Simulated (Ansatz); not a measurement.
Computed results, one entry a study.

**RbNdSe2 (R-3m): Hubbard U and Hund's J by constrained RPA**

Symmetry: R-3m, No. 166, trigonal system. The conventional cell has a = 4.323 Å, b = 4.323 Å, c = 23.670 Å, α = 90.00°, β = 90.00°, γ = 120.00°. Rb has 6 Se at 3.43 Å nearest. Nd has 6 Se at 2.96 Å nearest. Nearest to Se lie 3 Nd at 2.96 Å and 3 Rb at 3.43 Å. Farther neighbours and most contacts between anions are not listed.

```xyz
4
Lattice="3.5363 6.5932 3.5363 3.5363 3.5363 6.5932 6.5932 3.5363 3.5363" Properties=species:S:1:pos:R:3 pbc="T T T"
Rb    0.0000    0.0000    0.0000
Nd    6.8329    6.8329    6.8329
Se    3.1954    3.1954    3.1954
Se   10.4705   10.4705   10.4705
```

- method: DFT, LDA, plane waves, PAW (and 1 further level or step)
- program: Ansatz 0.2.0
- settings of one run: cutoff 420 eV, 8×8×8 k-mesh, smearing width 0.08 eV, default PAW, coordination {"Nd": "octahedral"}, magnetic state non-magnetic by constraint, PAW set soft 2
- cost: 2 runs, 18 min in all on 4 threads of Arm Neoverse V1, shared host (the runs of this entry)
- notes: This run has no spin polarisation, although Nd can carry a moment. The cell and positions come from the Crystallography Open Database and are kept as given unless a step says otherwise. Limits: no spin polarisation; no spin-orbit coupling. The bands cross the Fermi level under this constraint, which need not be the crystal’s state: magnetic order, correlation or a lattice distortion may open a gap.
- Nd f: U 3.99 eV, U′ 2.95 eV, J 0.51 eV, bare V 24.6 eV
- method: constrained RPA on non-magnetic LDA, 4×4×4 mesh, static; search for lower states off

For Nd f, screening cuts the on-site interaction from 24.58 eV to 3.99 eV (16 %), while J goes only from 0.66 eV to 0.51 eV: the monopole is screened far more than the multipoles. U − 2J differs from U′ by +0.03 eV, so the Kanamori relation holds well.

[Paths, hosts, dates, memory and timing lines, banners, echoed tables and standing remarks are left out of the program output.]

[Logs are printed without paths, hosts, clocks, repeated set-up lines and the standing remarks that a program may print on its own settings, such as how far it seeks lower states.]

[Runs of the session that timed out or met a known fault of the program may be left out.]

[Hosts, paths, dates, database ids (printed as entryN), source tags and the programs' standing remarks are cut or masked in the printed files.]
